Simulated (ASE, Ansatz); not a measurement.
# Building random rock-salt (Hf, Nb, Zr, Ti)C solid solution (64 atoms)

The cell is an input for a DFT calculation. Recipe: rock-salt lattice (a = 4.514 Å, the mean of the end members), 2 x 2 x 2 cells, metal sites filled at random with 7 Hf, 8 Nb, 7 Zr, 10 Ti; not relaxed, displaced by a Gaussian of 0.02 Å.

Q: How is this cell built with ASE?

build.py (ASE 3.29.0):

```python
import numpy as np
from ase.build import bulk

u = bulk('HfC', 'rocksalt', a=4.514, cubic=True)
atoms = u.repeat([2, 2, 2])
rng = np.random.default_rng(70619)
sites = rng.permutation([a.index for a in atoms if a.symbol == 'Hf'])
new = ['Nb'] * 8 + ['Zr'] * 7 + ['Ti'] * 10
for k, e in zip(sites, new): atoms[k].symbol = e
atoms.rattle(0.02, seed=70619)
atoms.wrap()
atoms.write('structure.xyz')
print(atoms.get_chemical_formula(), len(atoms), 'atoms; cell', atoms.cell.cellpar().round(3))
```

```console
$ python build.py
C32Hf7Nb8Ti10Zr7 64 atoms; cell [ 9.028  9.028  9.028 90.    90.    90.   ]
```

The cell holds 64 atoms: 10 Ti, 32 C, 7 Zr, 8 Nb and 7 Hf. Cell: a = 9.028 Å, b = 9.028 Å, c = 9.028 Å, α = 90.0°, β = 90.0°, γ = 90.0°. It derives from HfC and ZrC, NbC and TiC.

```xyz
64
Lattice="9.0280 0.0000 0.0000 0.0000 9.0280 0.0000 0.0000 0.0000 9.0280" Properties=species:S:1:pos:R:3 pbc="T T T"
Ti    0.0113    0.0127    9.0246
C     2.2926    0.0139    0.0359
Zr    0.0211    2.2509    2.2801
C     2.2566    2.2291    2.2528
Nb    2.2964    0.0005    2.2726
C     0.0299    9.0154    2.2519
Ti    2.2620    2.2445    9.0245
C     0.0068    2.2566    8.9819
Zr    0.0114    0.0056    4.5108
C     2.2420    9.0066    4.4928
Hf    0.0196    2.2466    6.8058
C     2.2828    2.2698    6.7942
Nb    2.2355    9.0211    6.7759
C     0.0163    9.0072    6.7960
Ti    2.2302    2.2510    4.5313
C     0.0000    2.2559    4.5133
Nb    9.0127    4.4930    0.0428
C     2.2547    4.5206    0.0017
Hf    9.0097    6.7650    2.2591
C     2.2714    6.7755    2.2713
Hf    2.2731    4.5052    2.2562
C     9.0037    4.5458    2.2507
Nb    2.2879    6.7747    0.0036
C     9.0163    6.7584    0.0243
Zr    0.0019    4.5331    4.5098
C     2.2869    4.5189    4.5210
Nb    8.9932    6.7786    6.7541
C     2.2696    6.7509    6.7911
Ti    2.2777    4.4840    6.7910
C     0.0144    4.5265    6.7745
Zr    2.2640    6.7436    4.5151
C     9.0009    6.7414    4.5184
Ti    4.5354    9.0272    0.0128
C     6.7726    9.0093    9.0243
Zr    4.5228    2.2500    2.2725
C     6.7804    2.2419    2.2773
Nb    6.7438    8.9969    2.2214
C     4.5107    0.0201    2.2676
Ti    6.7730    2.2246    9.0201
C     4.5096    2.2885    9.0262
Nb    4.5351    9.0078    4.4754
C     6.7877    9.0167    4.5141
Ti    4.5154    2.2558    6.7938
C     6.7544    2.2389    6.7573
Ti    6.8019    0.0301    6.7928
C     4.4861    8.9995    6.7426
Hf    6.7796    2.2473    4.5143
C     4.5085    2.2434    4.5073
Hf    4.5026    4.5063    9.0096
C     6.7758    4.4798    0.0160
Zr    4.5167    6.7444    2.2334
C     6.7570    6.8240    2.2627
Nb    6.7787    4.5091    2.2683
C     4.4595    4.5123    2.2731
Hf    6.7688    6.7926    0.0238
C     4.4944    6.7751    9.0262
Ti    4.5189    4.5072    4.5229
C     6.7781    4.5303    4.5293
Ti    4.5254    6.7937    6.7745
C     6.7864    6.7598    6.7817
Hf    6.7417    4.4971    6.7780
C     4.4988    4.5333    6.7953
Zr    6.7844    6.7685    4.5276
C     4.5370    6.7491    4.5107
```

Bonds by pair of elements; cutoffs follow the first minimum of g(r), held within bounds set by covalent radii, and pairs that aren't listed don't count as bonded:

| pair A-B | cutoff (Å) | bonds | mean length (Å) | spread (Å) | shortest (Å) | B about A | A about B |
| --- | --- | --- | --- | --- | --- | --- | --- |
| C-Ti | 2.76 | 60 | 2.26 | 0.023 | 2.21 | 1.88 | 6 |
| C-Nb | 2.81 | 48 | 2.26 | 0.033 | 2.17 | 1.5 | 6 |
| C-Hf | 2.94 | 42 | 2.26 | 0.029 | 2.18 | 1.31 | 6 |
| C-Zr | 2.94 | 42 | 2.26 | 0.024 | 2.21 | 1.31 | 6 |

How many atoms have how many bonded neighbours:

| element | mean | 6 |
| --- | --- | --- |
| C | 6 | 32 |
| Hf | 6 | 7 |
| Nb | 6 | 8 |
| Ti | 6 | 10 |
| Zr | 6 | 7 |

[Logs are printed without paths, hosts, clocks, repeated set-up lines and the standing remarks that a program may print on its own settings, such as how far it seeks lower states.]

[Hosts, paths, dates, database ids (printed as entryN), source tags and the programs' standing remarks are cut or masked in the printed files.]
